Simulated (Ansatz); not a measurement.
# BiP: relaxing a made-up structure, part 2 of 2

Starting from a made-up structure for BiP, the aim is the relaxed cell, its shortest contacts and, where a second run follows, its electronic structure.

Ansatz 0.2.0; DFT, PBE, plane-wave PAW, files of the set soft_1, scalar-relativistic, no spin, cell and ions relaxed at zero pressure; PAW set soft_1 (the session's first sound run).

So far: Starting point; Relaxing cell and atoms. The relaxed cell has a = 5.850 Å (conventional setting).

**3. Electronic structure of the relaxed cell**

With the geometry fixed, one more self-consistent run, with a narrower smearing and the mesh shown in its input, gives the bands, and its pressure, and its forces where symmetry allows any, show how far the geometry depends on these settings.

This step: DFT, PBE, plane-wave PAW, files of the set soft_1, scalar-relativistic, no spin, bands and density of states at the relaxed cell; PAW set soft_1 (Ansatz 0.2.0).

Input file input.yaml:

```yaml
crystal:
  lattice:
    - [0.0, 2.9249666433, 2.9249666433]
    - [2.9249666433, 0.0, 2.9249666433]
    - [2.9249666433, 2.9249666433, 0.0]
  atoms:
    - { symbol: Bi, position: [0.5, 0.5, 0.5] }
    - { symbol: P, position: [0.0, 0.0, 0.0] }
kpoints:
  mp_grid: { grid: [10, 10, 10] }
  band_path:
    path:
      - [[0.0, 0.0, 0.0], [0.5, 0.0, 0.5], [0.5, 0.25, 0.75], [0.375, 0.375, 0.75], [0.0, 0.0, 0.0], [0.5, 0.5, 0.5], [0.625, 0.25, 0.625], [0.5, 0.25, 0.75], [0.5, 0.5, 0.5], [0.375, 0.375, 0.75]]
      - [[0.625, 0.25, 0.625], [0.5, 0.0, 0.5]]
    npoints: 8
scf:
  occupations: { method: fermi_dirac, width: 0.03 }
  n_extra_bands: 6
hamiltonian:
  xc: pbe
  pseudopotentials: { kind: paw, azcp: { folder: soft_1 } }
output:
  forces: true
  stress: true
  write_bands: true
  dos: { projected: true }
  write_density: true
  write_potential: true
  elf: true
  volumetric_format: npy
```

Run with:

```bash
> ansatz run input.yaml --threads 4 --pin off --max-ram 8192MiB --backend cpu --events-out ev --progress --plain --runs-dir out
```

Numbers of over 12 decimals in the logs are rounded to 6 here.

Log:

```text
[...]
Crystal: 2 atoms, lattice volume = 50.049 Å³
Basis set: ecut = 420 eV, 941 PW (Γ), exchange–correlation on 60×60×60 points (8 copies of the dense FFT grid, shifted against one another)
Bands: 16, of which v1, the nominal top of the filled ones, is band 10 counted from 1 (9 counted from 0)
Symmetry: 48 space group operations
[...]
k-points: 47 of 1000
[...]
SCF iter   1: F=—  HF=-13154.961106 eV  |F-HF|=—  |Δ(HF+E_count)|=         —  Δρ=3.09e-2  dr2=1.03e0  ethr=3.10e-3  ⟨swp⟩=6.5  Hψ=4713  notcnv=0
[...]
SCF iter   6: F=-13154.703550 eV  HF=-13154.703550 eV  |F-HF|=6.71e-8  |Δ(HF+E_count)|=   1.08e-5  Δρ=1.02e-5  dr2=2.63e-8  ethr=5.00e-10  ⟨swp⟩=15.3  Hψ=6919  notcnv=0
SCF 1 converged in 6 iterations: F = -13154.703550 eV  dr2 = 2.63e-8
  Residual-converged pass: ⟨swp⟩=1.1  Hψ=944  notcnv=0  max |occ|·‖R‖ = 7.1e-9 eV (tolerance 1.0e-8 eV)  dr2=2.63e-8  dr2_onsite=1.30e-9  max |Δocc| = 5.9e-14
[...]
NSCF: frozen V_eff on 82 k-points
SCF converged after 6 iterations
Free energy (F): -13154.703550 eV
[...]
Internal energy: -13154.703012 eV  (E = F + TS)
E sigma→0 (E₀):  -13154.703281 eV
Entropy (-TS):   -0.000539 eV (-0.269 meV/atom)
Fermi energy:    10.030413 eV
[...]
--- Stress (GPa, compression-positive) ---
       -0.016991      -0.000000       0.000000
        0.000000      -0.016991       0.000000
       -0.000000       0.000000      -0.016991
  P = ⅓ Tr σ = -0.0170 GPa (-0.170 kbar)
--- Band table (eV; the first three rows and the last of 47) ---
  k-point 0: bands = [... 6 lower, 4.3388, 8.2919, 8.2919, 8.2919, 13.9512, 13.9512, 13.9512, 15.5676, ... 2 higher]
  k-point 1: bands = [... 6 lower, 3.8965, 8.3204, 8.3204, 8.5236, 13.3419, 13.3863, 13.3863, 15.5231, ... 2 higher]
  k-point 2: bands = [... 6 lower, 2.8623, 8.4177, 8.4177, 8.9530, 12.2932, 12.3362, 12.3362, 15.7016, ... 2 higher]
  k-point 46: bands = [... 6 lower, 0.5175, 4.6945, 5.3482, 8.9858, 11.6600, 14.4043, 15.6574, 16.5802, ... 2 higher]
```

It took 0.83 s on 4 threads of Intel Xeon Platinum 8488C (Sapphire Rapids), shared host; peak memory 0.4 GiB.

This step gave:

* free energy: -13154.7036 eV
* energy at zero smearing: -13154.7033 eV
* smearing term TS: 5.39e-4 eV
* Fermi energy: 10.03 eV
* gap by band count: 0.04250 eV
* pressure: -0.01699 GPa

From bands.tsv. Electronic bands along the path, in eV, zero at the valence top; v1 is the highest filled band, c1 the lowest empty one:

| point | v4 | v3 | v2 | v1 | c1 | c2 | c3 | c4 |
| --- | --- | --- | --- | --- | --- | --- | --- | --- |
| Γ | -5.69 | -1.73 | -1.73 | -1.73 | 3.93 | 3.93 | 3.93 | 5.54 |
| halfway | -7.49 | -2.85 | -2.85 | -2.08 | 2.40 | 3.54 | 4.41 | 4.41 |
| X | -8.38 | -5.93 | -3.69 | -3.69 | 2.62 | 5.59 | 5.59 | 6.82 |
| halfway | -9.00 | -5.69 | -4.16 | -2.48 | 3.42 | 3.50 | 5.95 | 6.33 |
| W | -9.65 | -5.02 | -5.02 | -0.30 | 0.82 | 5.04 | 5.04 | 7.17 |
| halfway | -9.58 | -5.34 | -4.26 | -1.42 | 1.96 | 4.29 | 5.70 | 5.98 |
| K | -9.55 | -5.45 | -3.08 | -2.83 | 3.42 | 3.51 | 5.03 | 5.95 |
| halfway | -8.19 | -3.30 | -0.75 | -0.09 | 0.55 | 0.60 | 4.01 | 6.29 |
| Γ | -5.69 | -1.73 | -1.73 | -1.73 | 3.93 | 3.93 | 3.93 | 5.54 |
| halfway | -7.77 | -1.52 | -1.52 | -0.88 | 1.77 | 1.78 | 1.78 | 5.97 |
| L | -10.42 | -0.91 | -0.91 | 0.00 | 0.04 | 0.06 | 0.06 | 8.86 |
| halfway | -10.16 | -3.69 | -2.13 | -1.79 | 1.69 | 1.88 | 3.71 | 6.81 |
| U | -9.55 | -5.45 | -3.08 | -2.83 | 3.42 | 3.51 | 5.03 | 5.95 |
| halfway | -9.58 | -5.34 | -4.26 | -1.42 | 1.96 | 4.29 | 5.70 | 5.98 |
| W | -9.65 | -5.02 | -5.02 | -0.30 | 0.82 | 5.04 | 5.04 | 7.17 |
| halfway | -10.08 | -3.63 | -3.57 | -0.47 | 0.38 | 3.37 | 3.92 | 6.90 |
| L | -10.42 | -0.91 | -0.91 | 0.00 | 0.04 | 0.06 | 0.06 | 8.86 |
| halfway | -10.16 | -3.69 | -2.13 | -1.79 | 1.69 | 1.88 | 3.71 | 6.81 |
| K | -9.55 | -5.45 | -3.08 | -2.83 | 3.42 | 3.51 | 5.03 | 5.95 |
| jump to U | -9.55 | -5.45 | -3.08 | -2.83 | 3.42 | 3.51 | 5.03 | 5.95 |
| halfway | -8.75 | -5.81 | -3.54 | -3.43 | 3.03 | 4.88 | 5.16 | 6.57 |
| X | -8.38 | -5.93 | -3.69 | -3.69 | 2.62 | 5.59 | 5.59 | 6.82 |

The electronic bands as a text plot (rows in eV, shown from -8.0 to 5.5 only):

```
    5.3 |++    ++ +  ++ +++     +++++         ++ +++        ++ ++
    4.7 |  +  +      ++    +                 +   +  +         ++
    4.1 |++++++    +   ++   ++   ++             +   ++        +
    3.6 |    +      +    +    ++++ +        +  +     +     +  +
    3.0 | +   ++   +    + +         +         +       +   + ++ +
    2.4 |    +  +++ +     +     +    +       +  +     +     +   +
    1.9 |              +   +          +    ++              +
    1.3 |  ++        +     ++ ++       +         +        +
    0.7 |             +     ++          + ++      +++  + +
    0.2 |                    *           ++          +++++
   -0.4 |  **         *       **       ****       ****** *
   -0.9 |            *      *****    ** ****     *      **
   -1.5 |**            *   *    ********  **           * **
   -2.1 | ** *      *   * **    **         ***  *         **
   -2.6 |   **           **   **             ***      *     **
   -3.2 |     **   *     *   *                 *      *   *   **
   -3.8 |     * ****    *   *               *   *    *     *   **
   -4.3 |           *  *   *                 *      *
   -4.9 |      *     **   *                      ***        *
   -5.5 |*      *   ** ***        *           ****           **
   -6.0 | *      ***             * *                           **
   -6.6 |  *                    *   *
   -7.2 |   *                 **     *
   -7.7 |    **                       *
         Γ       X    W  K        Γ      L     U  W     L   K|U X
```

Counts of states for the cell as run, both spins, by energy window (eV from the valence-band top):

```csv
from,to,total
-8,-7,0.21
-7,-6,0.07
-6,-5,0.29
-5,-4,0.77
-4,-3,1.34
-3,-2,1.41
-2,-1,1.39
-1,0,0.80
0,1,0.65
1,2,1.21
2,3,1.17
3,4,1.56
4,5,1.17
```

A further 13.7 states lie below the table's range.

ELF in the ac plane of the conventional cell at fractional y = 0.000, with atoms of Bi and P within 0.2 Å of it. It is the smooth field of the valence electrons, not physical close to the nuclei.

Ten even steps from '0' (0.05) to '9' (0.81), each cell a mean:
```
1697443112445982
8996344334434898
9973124444322589
6531013443211245
4321136787421234
4442379999842344
2343599648973442
1244698104984431
1244598216974431
3443489889963443
4432258999731244
4321124565310134
8742123443211367
9984234444423799
4897344223435996
0498443112446981
```
Columns run along a (5.8 Å), rows up along c (5.8 Å), edges of the conventional cell, whose origin can differ from the input's. Atoms in or near the plane, at fractional coordinates: Bi at (0.50, 0.00), Bi at (0.00, 0.50), P at (0.00, 0.00), P at (0.50, 0.50).

Electrostatic potential energy in the ac plane of the conventional cell at fractional y = 0.000, with atoms of Bi and P within 0.2 Å of it. With pseudopotentials it is smooth inside the atoms' cores, unlike the true potential.

Values in eV, 16 rows by 16 columns, each cell a mean:
```
-39 -32  -5   8   7  -8 -34 -46 -47 -41 -20   3   9   4 -21 -38
-25 -12   5  10   9   1 -18 -34 -36 -27  -7   7  11   8  -3 -21
  2   6  10  12  11   8   1  -8 -10  -3   5  10  12  11   8   4
  9  10  11  12  12  11   9   7   7   8  10  12  12  12  11   9
  2   5   9  11  12  12  10   8   8   9  11  12  12  10   7   3
-23 -13   1   9  11  10   5  -5  -8   0   8  11  10   5  -7 -20
-44 -35 -13   5  10   6 -12 -32 -35 -23   0   9   8  -3 -27 -41
-48 -44 -23   2   9   2 -25 -39 -39 -35  -8   8   7 -10 -36 -47
-47 -41 -20   3   9   4 -21 -38 -39 -32  -5   8   7  -8 -34 -46
-36 -27  -7   7  11   8  -3 -21 -25 -12   5  10   9   1 -18 -34
-10  -3   5  10  12  11   8   4   2   6  10  12  11   8   1  -8
  7   8  10  12  12  12  11   9   9  10  11  12  12  11   9   7
  8   9  11  12  12  10   7   3   2   5   9  11  12  12  10   8
 -8   0   8  11  10   5  -7 -20 -23 -13   1   9  11  10   5  -5
-35 -23   0   9   8  -3 -27 -41 -44 -35 -13   5  10   6 -12 -32
-39 -35  -8   8   7 -10 -36 -47 -48 -44 -23   2   9   2 -25 -39
```
Columns run along a (5.8 Å; values clipped at the 3rd and 97th percentile), rows up along c (5.8 Å), edges of the conventional cell, whose origin can differ from the input's. Atoms in or near the plane, at fractional coordinates: Bi at (0.50, 0.00), Bi at (0.00, 0.50), P at (0.00, 0.00), P at (0.50, 0.50).

Valence density in the ac plane of the conventional cell at fractional y = 0.000, with atoms of Bi and P within 0.2 Å of it. It is the smooth field of the valence electrons, not physical close to the nuclei.

Ten even steps from '_' (0.1 e/Å³) to '@' (7.7 e/Å³), each cell a mean:
```
____________--##%%++..__________
____________..--==::____________
________________________________
________________________________
________________________________
::..__________________________..
**--..______________________::++
@@**::______________________==%%
%%++..______________________--##
==::________________________..--
________________________________
________________________________
________________________________
______________..::..____________
____________::++**--..__________
____________==%%@@**::__________
```
Columns run along a (5.8 Å), rows up along c (5.8 Å), edges of the conventional cell, whose origin can differ from the input's. Atoms in or near the plane, at fractional coordinates: Bi at (0.50, 0.00), Bi at (0.00, 0.50), P at (0.00, 0.00), P at (0.50, 0.50).

**4. Results**

* space group, relaxed: Fm-3m
* conventional cell: a = 5.850, b = 5.850, c = 5.850 Å; α = 90.0°, β = 90.0°, γ = 90.0°
* volume per atom: 25.02 Å³ (guess 23.91)

BiP relaxes to Fm-3m with a = 5.850, b = 5.850 and c = 5.850 Å. The guessed volume was 4 % too small. The space group Fm-3m was held in the relaxation, so the end point is a stationary structure within it and may be a saddle against distortions or other arrangements. It has a direct Kohn–Sham gap of 0.04 eV, which semilocal functionals understate. On the 10×10×10 mesh with the narrower smearing (relaxed on 8×8×8) the forces vanish, as symmetry may demand, and the largest stress component is 0.017 GPa, within the relaxation's thresholds of 0.015 eV/Å and 0.05 GPa. The cutoff wasn't tested. Spin-orbit coupling is left out, which can matter for elements this heavy. No dispersion term is used, so weakly bound directions may come out too long. Nothing here tests whether the compound is stable against decomposition.

[Logs are printed without paths, hosts, clocks, repeated set-up lines and the standing remarks that a program may print on its own settings, such as how far it seeks lower states.]

[Hosts, paths, dates, database ids (printed as entryN), source tags and the programs' standing remarks are cut or masked in the printed files.]
